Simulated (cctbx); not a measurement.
# Which space group?

Cell: a = 7.3050 Å, b = 7.3050 Å, c = 10.8680 Å, α = 90.00°, β = 90.00°, γ = 90.00°. Expected content of the cell: Ir8 Ca4 S16.

Simulated single-crystal data (cctbx): Mo Kα, λ = 0.71073 Å, to d = 0.65 Å, 50 % of the full sphere, strongest reflection 20000 counts, noise from counting, a 4 % proportional error and a noise floor of 8 counts (s.d.); no absorption.

A first pass over the reflections prints:

```text
4344 reflections to d = 0.650 A
centring   violations  <I/sigma> of those
    A        646 of  2186      4.9
    B        641 of  2192      4.8
    C       1117 of  2210      8.8
    I          0 of  2139      0.0
    R       1028 of  2926      6.2
    F       1202 of  3294      6.2
Laue class    unique    Rint  (classes that these axes allow; Friedel mates merged)
I 1 2/m 1        1096   0.030
I 1 1 2/m        1071   0.031
I 2/m 1 1        1073   0.031
I m m m           640   0.035
I 4/m             583   0.035
I 4/m m m         357   0.038
space group    extra absences  I>4sigma  <I/sigma>
I 4 2 2                 0          0         -  acentric
I 41 2 2                4          0      -0.5  acentric
I 4 m m                 0          0         -  acentric
I 41 m d               98          0      -0.0  acentric
I -4 m 2                0          0         -  acentric
I -4 2 m                0          0         -  acentric
I -4 2 d               98          0      -0.0  acentric
I 4/m m m               0          0         -  centric
I 41/a m d :1         146          0       0.0  centric
I 41/a m d :2         146          0       0.0  centric
Wilson B = 0.89 A^2   <|E^2-1|> = 0.740 (0.968 centric, 0.736 acentric)   E^2>4: 0.9 %
shell (A)         n   <I/sigma>
 6.06 - 1.30     55     28.7
 1.30 - 1.03     46     31.7
 1.03 - 0.90     44     26.5
 0.90 - 0.82     41     29.7
 0.82 - 0.76     45     25.8
 0.76 - 0.72     43     25.0
 0.72 - 0.68     36     26.2
 0.68 - 0.65     47     22.3
```

Q: Read the symmetry from these tables.

The reflections that I centring forbids are absent (⟨I/σ⟩ near 0), so the lattice is I.

Rint stays low (0.030 to 0.038) up to I 4/m m m, the highest class in these axes.

10 settings pass the absence test. The most absences obeyed, 146, belong to I 41/a m d alone.

⟨|E²−1|⟩ = 0.740 leans to a non-centrosymmetric structure. Here that hint misleads: the statistic assumes many like atoms on general positions, and few, heavy or special-position atoms break it. The Wilson B of 0.89 Å² means U ≈ 0.0113 Å².

The true group is I4_1/amd (no. 141, origin choice 1), Laue class 4/mmm, centrosymmetric. The tables fix it.

This is a model crystal, built by substitution and not relaxed, with assumed displacement parameters.

[Logs are printed without paths, hosts, clocks, repeated set-up lines and the standing remarks that a program may print on its own settings, such as how far it seeks lower states.]
